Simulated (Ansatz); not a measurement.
**CH2 on Rh(111), ontop start, 2x2 cell: work function, bands and core levels**

Aim: how the adsorbate changes the work function, the valence spectrum and the core levels in CH2 on Rh(111), ontop start, 2x2 cell.

Main program and level: Ansatz 0.2.0; DFT, PBE, plane-wave PAW, scalar-relativistic; PAW set soft_1.

## (1) Set-up

The cell holds 4 atoms: 4 Rh. Cell: a = 2.708 Å, b = 2.708 Å, c = 21.634 Å, α = 90.0°, β = 90.0°, γ = 60.0°. It derives from Rh. Vacuum lies along c.

## (2) The clean face

The clean face is the reference for what the added atoms change.

File input.yaml:

```yaml
crystal:
  lattice:
    - [2.7082189719, 0.0, 0.0]
    - [1.354109486, 2.3453864287, 0.0]
    - [0.0, 0.0, 21.633754593]
  atoms:
    - { symbol: Rh, position: [0.0, 0.0, 0.65331954] }
    - { symbol: Rh, position: [0.666666667, 0.666666667, 0.551106513] }
    - { symbol: Rh, position: [0.333333333, 0.333333333, 0.448893487] }
    - { symbol: Rh, position: [0.0, 0.0, 0.34668046] }
kpoints:
  mp_grid: { grid: [18, 18, 1] }
scf:
  occupations: { method: fermi_dirac, width: 0.05 }
  n_extra_bands: 12
hamiltonian:
  xc: pbe
  pseudopotentials: { kind: paw, azcp: { folder: soft_1 } }
output:
  forces: true
  write_potential: true
  volumetric_format: []
  dos:
    projected: true
    de: 0.05
    e_range: [-30, 12]
    method: { smearing: { sigma: 0.1, scheme: gaussian } }
efield:
  axis: 3
  dipole_correction: true
relax:
  f_tol: 0.03
  max_steps: 50
  constraints: [{ sites: [2, 3] }]
```

Launch:

```console
> ansatz run input.yaml --threads 8 --pin off --max-ram 40960MiB --backend cuda --events-out ev --progress --plain --runs-dir out
```

Numbers of over 12 decimals in the logs are rounded to 6 here.

Output:

```text
The last accepted step is kept in <dir> (removed where the run ends without a failure and the disk answers)
scf.n_extra_bands = 12 over 34 filled bands (N_el = 68.0): the run solves 46 bands
Engine: ansatz 0.2.0, aarch64-unknown-linux-gnu
Pseudopotentials: kind: paw
Pseudopotential: Rh, paw, valence charge 17, recommended cutoff 420 eV (normal), soft_1/Rh.paw.azcp
Functional definition: PBE
  parameter kappa = 0.804
  parameter beta = 0.066725
  exchange = pbe_x(kappa = kappa, mu = beta*pi^2/3)
  correlation = pbe_c(beta = beta)
[...]
Crystal: 4 atoms, lattice volume = 137.414 Å³
Basis set: ecut = 420 eV, 2719 PW (Γ), exchange–correlation on 40×40×300 points (8 copies of the dense FFT grid, shifted against one another)
Bands: 46, of which v1, the nominal top of the filled ones, is band 34 counted from 1 (33 counted from 0)
Symmetry: 6 space group operations
k-points: 37 of 324 (time reversal used)
Non-local potential: Rh, projectors of the file, l = 0: 3, l = 1: 2, l = 2: 2, l = 3: 1
PAW form: soft (Blöchl's): semilocal exchange-correlation on the pseudo side does not see the compensation charge
PAW one-centre angular grid: Rh, 590 points (default); XC on 64 Gauss nodes
Initial density: superposition of atomic densities (neutral atoms: chi_scale 0, normalization atom)
Initial wavefunctions: pseudopotential atomic-orbital guess
[...]
Functional: x = pbe(κ = 0.804, μ = 0.219515), c = pbe(β = 0.066725)
SCF iter   1: F=—  HF=-25611.892623 eV  |F-HF|=—  |Δ(HF+E_count)|=         —  Δρ=6.58e-2  dr2=6.13e0  ethr=3.10e-3  p=0.000 e·Å  D=1.47e-13 V/Å  ΔV_dip=-0.00 eV  dr2_dipole=9.30e-7  V_vac-E_F(+/−)=5.75/5.75 eV  ⟨swp⟩=8.2  Hψ=7797  notcnv=0  defer=38
efield: sawtooth ramp at fractional position 0.9500 (placed from the atoms, in the widest stretch of the axis that holds none; the zero of the levels goes with the place), width 0.1000; the density the first Hamiltonian is built on has a dipole p = 0.000 e·Å; the dipole correction subtracts the counter field D = 1.47e-13 V/Å, which shifts the + side's vacuum level by -0.00 eV against the − side's; the planar-averaged density in the ramp window peaks in size at 3.0e-5 e/Å³
preconditioner: auto → LDOS  [metal: Δε(μ)=0.006 eV  Ē_g=8.371 eV  σ=0.050 eV  W_gap=0.03  n_scr=16 (ndim 8)  ℏωp=19.0 eV  f_vac=0.530  D(μ)=6.37/eV (n_scr^D=60)  β→1.0]
SCF iter   2: F=—  HF=-25612.843667 eV  |F-HF|=—  |Δ(HF+E_count)|=   9.51e-1  Δρ=7.87e-2  dr2=9.66e0  ethr=3.10e-3  p=-0.000 e·Å  D=-1.90e-5 V/Å  ΔV_dip=0.00 eV  dr2_dipole=2.50e-7  V_vac-E_F(+/−)=5.30/5.30 eV  ⟨swp⟩=3.1  Hψ=4559  notcnv=0  defer=108
[...]
SCF iter   9: F=-25610.123454 eV  HF=-25610.123454 eV  |F-HF|=5.70e-8  |Δ(HF+E_count)|=   2.64e-6  Δρ=2.18e-5  dr2=4.57e-7  ethr=2.38e-8  p=0.000 e·Å  D=1.35e-7 V/Å  ΔV_dip=-0.00 eV  dr2_dipole=6.70e-12  V_vac-E_F(+/−)=5.17/5.17 eV  ⟨swp⟩=13.8  Hψ=15849  notcnv=0
SCF 1 converged in 9 iterations: F = -25610.123454 eV  dr2 = 4.57e-7
  greatest PAW one-centre occupation: 1.000 electrons in one spin orbital (limit 2), on the Rh atom at site 1 (counted from 0), in its partial waves of l = 0
relax step   1: F+E_penalty+E_count = -25610.12345424 eV  Δ(F+E_penalty+E_count) = +0.000e0 eV  max|allowed force component| = 2.529e-1 eV/Å  Δτ_max = 0.0000 Å  (9 SCF iters, dr2 threshold 2.25e-5 eV, accepted)
[...]
iter 1 solved again at ethr=2.45e-3 eV; its pass at ethr=3.10e-3 eV (dr2=1.66e0 eV) is discarded
SCF iter   1: F=—  HF=-25610.154913 eV  |F-HF|=—  |Δ(HF+E_count)|=         —  Δρ=1.33e-2  dr2=1.59e0  ethr=2.45e-3  p=0.000 e·Å  D=8.54e-7 V/Å  ΔV_dip=-0.00 eV  dr2_dipole=6.54e-1  V_vac-E_F(+/−)=5.15/5.15 eV  ⟨swp⟩=1.0  Hψ=6406  notcnv=0  defer=51
efield: sawtooth ramp at fractional position 0.9500 (handed on by an earlier solve), width 0.1000; the density the first Hamiltonian is built on has a dipole p = 0.000 e·Å; the dipole correction subtracts the counter field D = 8.54e-7 V/Å, which shifts the + side's vacuum level by -0.00 eV against the − side's; the planar-averaged density in the ramp window peaks in size at 3.4e-5 e/Å³
preconditioner: auto → LDOS  [metal: Δε(μ)=0.018 eV  Ē_g=8.266 eV  σ=0.050 eV  W_gap=0.09  n_scr=16 (ndim 8)  ℏωp=19.0 eV  f_vac=0.540  D(μ)=6.58/eV (n_scr^D=74)  β→1.0]
[...]
SCF 2 converged in 7 iterations: F = -25610.129368 eV  dr2 = 1.04e-6
[...]
relax step   2: F+E_penalty+E_count = -25610.12936807 eV  Δ(F+E_penalty+E_count) = -5.914e-3 eV  max|allowed force component| = 2.348e-1 eV/Å  Δτ_max = 0.1274 Å  (7 SCF iters, dr2 threshold 4.00e-6 eV, accepted)
[...]
SCF 3 converged in 6 iterations: F = -25610.135335 eV  dr2 = 1.58e-6
relax step   3: F+E_penalty+E_count = -25610.13533461 eV  Δ(F+E_penalty+E_count) = -5.967e-3 eV  max|allowed force component| = 1.188e-2 eV/Å  Δτ_max = 0.0500 Å  (6 SCF iters, dr2 threshold 3.45e-6 eV, accepted)
[...]
SCF 4 converged in 4 iterations: F = -25610.135336 eV  dr2 = 2.95e-8
relax step   4: F+E_penalty+E_count = -25610.13533611 eV  Δ(F+E_penalty+E_count) = -1.498e-6 eV  max|allowed force component| = 1.173e-2 eV/Å  Δτ_max = 0.0000 Å  (4 SCF iters, accepted)
[...]
SCF converged after 4 iterations
Free energy (F): -25610.135336 eV
Harris-Foulkes:  -25610.135336 eV  (|F-HF|=1.17e-8)
Internal energy: -25610.080367 eV  (E = F + TS)
E sigma→0 (E₀):  -25610.107851 eV
Entropy (-TS):   -0.054969 eV (-13.742 meV/atom)
Fermi energy:    5.899022 eV
Dipole field:    D = 0.000626 V/Å  (p = 0.000475 e·Å, saw-weighted, corrected)
Work function:   Φ+ = 5.1427 eV   Φ− = 5.1562 eV
Levels:          The Fermi level and band energies are counted from a zero that moves with the ramp; work functions are not
--- Per-component energies (eV) ---
  E_band       = -1443.497681
  E_kinetic    = 2143.727288
  E_local      = -92879.244346  (includes V_loc(G=0)·N_el)
  E_nonlocal   = 1195.198434
  E_hartree    = 45130.553909
  E_xc         = -803.740651
  E_vxc        = -1008.143247  (∫ρ·V_xc dr)
  E_paw        = -14413.661693  (= ΣΔE_a)
  E_vpaw       = -1156.132639  (= ΣTr[D̂ρ^β])
  E_aug_tail   = 0.000319  (compensation charges beyond the density's cutoff)
  E_efield     = 0.000000  (sawtooth field / dipole correction)
  E_vefield    = 0.001324  (∫n·V_field dr)
  E_ewald      = 34017.086372
  E_smearing   = -0.054969  (= −TS)
  E_closure    = 0.000000  (closes the sum)
  Σ components = -25610.135336   (vs F -25610.135336, Δ=0.00e0)
--- Forces (eV/Å), atoms counted from 1 ---
  atom   1  Rh     0.00000000    -0.00000000     0.01172515
  atom   2  Rh    -0.00000000     0.00000000    -0.00649934
  atom   3  Rh     0.00000000    -0.00000000    -0.21231914
  atom   4  Rh    -0.00000000     0.00000000     0.20714715
  max |Σ_I F_I| component: 5.38e-5 eV/Å
--- Band table (eV; the first three rows and the last of 37) ---
  k-point 0: bands = [... 30 lower, 4.0252, 4.8633, 4.8633, 5.1747, 5.1747, 5.8820, 5.8820, 6.0542, ... 8 higher]
  k-point 1: bands = [... 30 lower, 3.9204, 4.8019, 4.8029, 5.1970, 5.2512, 5.4379, 5.8574, 5.8800, ... 8 higher]
  k-point 2: bands = [... 30 lower, 3.8693, 4.6714, 4.7006, 4.8688, 5.1499, 5.2193, 5.8607, 5.8751, ... 8 higher]
  k-point 36: bands = [... 30 lower, 4.8566, 4.8863, 5.7049, 6.0580, 6.1191, 6.1247, 12.6749, 12.8717, ... 8 higher]
--- Relaxed structure (4 steps of the walk, 4 accepted, 0 SCFs on fresh bases) ---
  F+E_penalty+E_count = -25610.13533611 eV   max|allowed force component| = 1.173e-2 eV/Å
  atoms:
    - { symbol: Rh, position: [6.103106775436686e-19, -1.2206213550873377e-18, 0.649744] }
    - { symbol: Rh, position: [0.666667, 0.666667, 0.548935] }
    - { symbol: Rh, position: [0.333333, 0.333333, 0.448893] }
    - { symbol: Rh, position: [0.0, 0.0, 0.346680] }
```

Elapsed: 3.1 s, on 1 × NVIDIA GB200 with 8 threads of Arm Neoverse V2, shared host; peak memory 1.3 GiB; 10 s of CPU time.

Step by step:

| step | energy less that of the first step (eV) | largest force component (eV/Å) |
| --- | --- | --- |
| 1 | 0.0000 | 0.2529 |
| 2 | -0.0059 | 0.2348 |
| 3 | -0.0119 | 0.0119 |
| 4 | -0.0119 | 0.0117 |

Forces are held to the 6 operations that the run works with; a distortion that breaks them can't arise in this run.

The atoms that moved most (Å):

| atom | dx | dy | dz | length |
| --- | --- | --- | --- | --- |
| Rh1 | 0.000 | 0.000 | -0.077 | 0.077 |
| Rh2 | 0.000 | 0.000 | -0.047 | 0.047 |

The relaxed structure:

```xyz
4
Lattice="2.7082 0.0000 0.0000 1.3541 2.3454 0.0000 0.0000 0.0000 21.6338" Properties=species:S:1:pos:R:3
Rh    0.0000    0.0000   14.0564
Rh    2.7082    1.5636   11.8755
Rh    1.3541    0.7818    9.7113
Rh    0.0000    0.0000    7.5000
```

Numbers from this step:

```
free energy                                    : -25610.1353 eV
energy at zero smearing                        : -25610.1079 eV
smearing term TS                               : 0.05497 eV
Fermi energy                                   : 5.899 eV
symmetry operations                            : 6
zero of energy                                 : Fermi level
share of occupied states in no projected shell : 0.0113 of the occupied states in the window
DOS at the Fermi level                         : 6.622 states/eV/cell
work function, upper face                      : 5.143 eV
work function, lower face                      : 5.157 eV
```

The DOS has structure finer than the step of the table below, so its rows give means over 0.5 eV, whole bins alone (the curve runs from -9.07 to 9.32 eV). Peaks (eV: height): total -2.77: 9.81, -1.48: 8.04, -0.57: 8.27, 0.23: 9.13; Rh 4d -2.77: 9.33, -1.48: 7.56, -0.57: 7.71, 0.23: 8.56; Rh 5s -5.17: 1.10, 2.52: 0.987, 3.42: 0.973, 4.83: 0.997; Rh 5p* 6.83: 2.07, 7.83: 2.29, 8.32: 2.24, 9.03: 1.93.

* holds the states left over by the projection beside any projected weight of its own. DOS against E, zero at the Fermi level; means over each step; values in states/eV/cell:

| E (eV) | total | Rh 4d | Rh 5s | Rh 5p* |
| --- | --- | --- | --- | --- |
| -8.0 | 0 | 0 | 0 | 0 |
| -7.5 | 0.0609 | 4.6e-4 | 0.0598 | 6.4e-4 |
| -7.0 | 0.216 | 0.00301 | 0.210 | 0.00338 |
| -6.5 | 0.279 | 0.0156 | 0.257 | 0.00620 |
| -6.0 | 1.05 | 0.550 | 0.489 | 0.0151 |
| -5.5 | 4.50 | 3.50 | 0.964 | 0.0439 |
| -5.0 | 6.25 | 5.28 | 0.909 | 0.0689 |
| -4.5 | 5.29 | 4.71 | 0.505 | 0.0777 |
| -4.0 | 5.60 | 5.24 | 0.263 | 0.0929 |
| -3.5 | 4.45 | 4.17 | 0.219 | 0.0650 |
| -3.0 | 7.19 | 6.79 | 0.286 | 0.109 |
| -2.5 | 8.32 | 7.85 | 0.337 | 0.126 |
| -2.0 | 6.43 | 5.83 | 0.461 | 0.136 |
| -1.5 | 6.83 | 6.37 | 0.337 | 0.124 |
| -1.0 | 5.72 | 5.37 | 0.256 | 0.0929 |
| -0.5 | 7.08 | 6.64 | 0.337 | 0.105 |
| 0.0 | 6.87 | 6.42 | 0.351 | 0.0926 |
| 0.5 | 6.84 | 6.56 | 0.235 | 0.0493 |
| 1.0 | 2.21 | 1.67 | 0.470 | 0.0735 |
| 1.5 | 0.850 | 0.362 | 0.366 | 0.122 |
| 2.0 | 1.25 | 0.466 | 0.561 | 0.219 |
| 2.5 | 1.32 | 0.360 | 0.656 | 0.308 |
| 3.0 | 0.776 | 0.192 | 0.335 | 0.249 |
| 3.5 | 1.55 | 0.291 | 0.707 | 0.555 |
| 4.0 | 1.06 | 0.150 | 0.405 | 0.509 |
| 4.5 | 0.932 | 0.114 | 0.345 | 0.472 |
| 5.0 | 1.65 | 0.138 | 0.451 | 1.06 |
| 5.5 | 1.53 | 0.0736 | 0.273 | 1.18 |
| 6.0 | 1.47 | 0.0551 | 0.157 | 1.26 |
| 6.5 | 1.21 | 0.0289 | 0.0933 | 1.08 |
| 7.0 | 1.56 | 0.0325 | 0.137 | 1.39 |
| 7.5 | 1.50 | 0.0223 | 0.133 | 1.35 |
| 8.0 | 2.68 | 0.0621 | 0.752 | 1.87 |
| 8.5 | 2.55 | 0.0465 | 0.608 | 1.90 |
| 9.0 | 2.32 | 0.0542 | 0.516 | 1.75 |

Maxima picked by a test of local sharpness, so broad peaks and shoulders can be missing; peaks within 0.45 eV of a curve's cut are left out. Valence peaks, by row:

| photon energy (eV) | binding energy (eV) | height (% of the maximum within 13 eV) | main shell | its share (%) |
| --- | --- | --- | --- | --- |
| 21.2 | 4.9 | 59.13 | Rh 4d | 99.66 |
| 21.2 | 4.15 | 61.68 | Rh 4d | 99.75 |
| 21.2 | 2.7 | 100 | Rh 4d | 99.81 |
| 21.2 | 2.25 | 84.83 | Rh 4d | 99.75 |
| 21.2 | 1.5 | 83.06 | Rh 4d | 99.77 |
| 21.2 | 0.55 | 87.83 | Rh 4d | 99.79 |
| 150 | 4.9 | 62.42 | Rh 4d | 89.3 |
| 150 | 4.2 | 62.96 | Rh 4d | 94.95 |
| 150 | 2.7 | 100 | Rh 4d | 97.19 |
| 150 | 2.25 | 87.94 | Rh 4d | 96.23 |
| 150 | 1.5 | 84.54 | Rh 4d | 96.56 |
| 150 | 0.55 | 91.29 | Rh 4d | 96.07 |
| 1487 | 4.9 | 61.51 | Rh 4d | 96.51 |
| 1487 | 4.15 | 62.22 | Rh 4d | 98.39 |
| 1487 | 2.7 | 100 | Rh 4d | 99.05 |
| 1487 | 2.25 | 83.78 | Rh 4d | 98.66 |
| 1487 | 1.5 | 82.85 | Rh 4d | 98.82 |
| 1487 | 0.55 | 86.81 | Rh 4d | 98.7 |
| 5415 | 4.95 | 70.4 | Rh 4d | 80.21 |
| 5415 | 4.2 | 64.79 | Rh 4d | 89.69 |
| 5415 | 2.7 | 100 | Rh 4d | 94.2 |
| 5415 | 2.25 | 85.23 | Rh 4d | 91.93 |
| 5415 | 1.5 | 83.87 | Rh 4d | 92.88 |
| 5415 | 0.55 | 88.24 | Rh 4d | 92.11 |

The planar mean, electrostatic potential oscillates, so the rows of the table below give means over windows of 1 Å about each position, cut where the curve ends. Its maxima inside the range that stand out by 2 % of the span (Å: eV): 8.7: -0.484, 10.8: -1.07, 13.0: -0.673. Its minima: 7.5: -23.7, 9.7: -23.9, 11.8: -23.9, 14.0: -23.5.

From the Fermi level. The planar mean, electrostatic potential by z; means over each step:

| z (Å) | planar mean, electrostatic potential (eV) |
| --- | --- |
| 0 | 5.15 |
| 1 | 5.16 |
| 2 | 5.16 |
| 3 | 5.16 |
| 4 | 5.15 |
| 5 | 5.05 |
| 6 | 3.60 |
| 7 | -12.8 |
| 8 | -13.1 |
| 9 | -8.71 |
| 10 | -17.8 |
| 11 | -6.30 |
| 12 | -19.8 |
| 13 | -4.54 |
| 14 | -19.8 |
| 15 | -2.61 |
| 16 | 4.66 |
| 17 | 5.11 |
| 18 | 5.14 |
| 19 | 5.14 |
| 20 | 5.14 |
| 21 | 5.15 |

Recipe: projected DOS times atomic cross section and asymmetry factor (linear light, 0° from the polarisation), occupied states only, Fermi edge at 300 K, a Lorentzian width of 0.05 eV growing by 0.03 eV per eV of binding energy, and a resolution of 0.1 eV. Each atom is damped by exp[−depth/(λ cos θ)], θ = 60° from the normal, λ from the universal curve. Curves are cut 10 eV under the photon energy, above any shell that the free atom's threshold puts out of reach, or at the lower edge of the window: 9.1 eV at 21.2 eV, 9.1 eV at 150 eV, 9.1 eV at 1486.7 eV and 9.1 eV at 5414.7 eV. Matrix elements of the solid and inelastic losses aren't modelled, nor non-dipole terms, which matter above 3 keV.

How the area divides among the shells (%):

| shell | 21.2 eV | 150 eV | 1486.7 eV | 5414.7 eV |
| --- | --- | --- | --- | --- |
| Rh 5s | 0.1 | 6.0 | 2.0 | 12.1 |
| Rh 4d | 99.7 | 93.9 | 97.9 | 87.6 |

At the Fermi level the DOS is 6.62 states/eV a cell, and on the broadened curves Rh 4d holds 93 % of the total there.

(Part 1 of 4 ends here.)

[Logs are printed without paths, hosts, clocks, repeated set-up lines and the standing remarks that a program may print on its own settings, such as how far it seeks lower states.]

[Hosts, paths, dates, database ids (printed as entryN), source tags and the programs' standing remarks are cut or masked in the printed files.]

[Maps of the electrostatic potential energy from Ansatz leave out the sawtooth potential of an applied field or a dipole correction, so their vacuum need not be flat; work functions include it.]
